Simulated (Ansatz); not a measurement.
## KMgF3 (Pm-3m): how ε∞ follows the gap

The empty bands of KMgF3 (Pm-3m) are shifted up rigidly by Δ, and ε∞ is computed for each shift.

Cell: a, b, c = 3.986, 3.986, 3.986 Å (primitive vectors), 5 atoms.

Method: Ansatz 0.2.0, r2SCAN, independent particles, k-mesh 6×6×6 with interpolation inside its cells, Gaussian parameter 0.1 eV.

Launch of the response step: `ansatz run input.yaml --threads 4 --pin off --max-ram 8192MiB --backend cpu --events-out ev --progress --plain --runs-dir out`. The series took 2.3 min in all, on 4 threads of Intel(R) Xeon(R) Processor @ 2.50GHz (Skylake/Cascade Lake), with other jobs on the host.

```tsv
Δ (eV)	ε∞
0.00	?
0.40	2.040
0.80	2.018
1.20	1.995
1.60	1.975
2.00	1.956
```

With one effective transition at E₀ and fixed dipole strength, ε∞ − 1 = A/(E₀ + Δ), so 1/(ε∞ − 1) is linear in Δ.

Working, on the rows shown:

| x = Δ (eV) | y = 1/(ε∞ − 1) |
| --- | --- |
| 0.4 | 0.961538 |
| 0.8 | 0.982318 |
| 1.2 | 1.00503 |
| 1.6 | 1.02564 |
| 2 | 1.04603 |

Means: x̄ = 1.2, ȳ = 1.0041. Σ(x − x̄)(y − ȳ) = 0.08492, Σ(x − x̄)² = 1.6. Slope = 0.08492 / 1.6 = 0.05307; intercept = ȳ − slope · x̄ = 0.94042. Turned back into ε∞, the line misses the rows shown by at most 0.00091.

Problem. What does the fit predict for the withheld row, and how well does it do?

Solution. At x = 0 the line gives y = 0.94042, that is 2.063. The run gave 2.062, so the extrapolation is off by 0.0014, 1.3 % of the range in the table.

Refitted with all rows, the slope is 0.05265 and the intercept 0.94105. These give E₀ = intercept/slope = 17.9 eV, far above the least direct gap of 8.58 eV: most of the screening comes from transitions well over the edge. Over the first step ε∞ falls by 3 % per eV. Excitons are left out and so are local fields; r2SCAN gaps are as a rule too small.

[Logs are printed without paths, hosts, clocks, repeated set-up lines and the standing remarks that a program may print on its own settings, such as how far it seeks lower states.]
